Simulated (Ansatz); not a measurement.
# CeO2 (fluorite): bulk modulus from a few volumes

How stiff is fluorite CeO2 under hydrostatic load? Each row relaxes cell and atoms at a set pressure. The phase is followed to these pressures whether or not it stays the stable one.

Calculated with Ansatz 0.2.0, PBEsol, PAW files of the set soft_1, cutoff 600 eV, Fermi–Dirac smearing 0.02 eV, k-mesh 9×9×9, no spin polarisation, no spin-orbit coupling.

Reference cell, relaxed at zero pressure with PBEsol (Fm-3m): a = 3.8174 Å, b = 3.8174 Å, c = 3.8174 Å, α = 60.00°, β = 60.00°, γ = 60.00°.

```csv
atom,x,y,z
Ce,0.0000,0.0000,0.0000
O,0.2500,0.2500,0.2500
O,0.7500,0.7500,0.7500
```

```
V (Å³/atom)    V/V0  P (GPa)  E − E0 (meV/atom)
    13.4014  1.0221   −4.000                3.7
    12.7915  0.9756    4.995                4.9
    12.5090  0.9540    9.999               18.0
    12.0277  0.9173   19.996               62.6
    11.6266  0.8867   29.999              124.8
```

V0 = 13.1117 Å³ an atom, where the residual pressure P0 is −0.010 GPa. **Question.** Fit the Birch–Murnaghan law and give the pressure and the energy at V = 12.2563 Å³ an atom, a row left out above.

With the Eulerian strain f = ½[(V0/V)^(2/3) − 1] and F = (P − P0)/[3f(1 + 2f)^(5/2)], the third-order law is the line F = B0 + (3/2) B0 (B′ − 4) f.

```csv
f,F (GPa)
0.04172,196.24
0.02961,195.06
0.01593,193.59
0.00831,192.67
−0.00723,190.73
```

A straight line through the 5 rows: the means are 0.01767 for f and 193.66 for F, Σ(Δx)² = 0.001432 and ΣΔxΔy = 0.1611, so the slope is 0.1611/0.001432 = 112.54 and the intercept 193.66 − (112.54)(0.01767) = 191.67.

Hence B0 = 191.7 GPa and B′ = 4 + (112.5)/(1.5 × 191.7) = 4.39. For the withheld volume f = 0.02300, F = 194.26 GPa and P = 14.99 GPa. The run itself gives 15.00 GPa, so the estimate misses by 0.01 GPa, a rounding's worth.

Integrating the same law gives E − E0 = (9/2) B0 V0 f²[1 + (B′ − 4) f] + P0(V0 − V), with 1 GPa Å³ = 6.2415 meV: 37.6 meV an atom. The run itself gives 37.6 meV, so the estimate misses by 0.0 meV, a rounding's worth.

Measured volume: 13.175 Å³ an atom (doi:10.1016/j.jssc.2012.01.056, 298 K), so V0 is −0.5 % off. A stiffness follows the volume as d ln B/d ln V = −B′, which moves B0 by about −2 % when it is taken at the measured volume.

Measured bulk modulus: 195 GPa (pmc:7221606), against 192 GPa here (−2 %).

The calculation is for a static lattice, while measurements hold thermal and zero-point motion.

[Logs are printed without paths, hosts, clocks, repeated set-up lines and the standing remarks that a program may print on its own settings, such as how far it seeks lower states.]
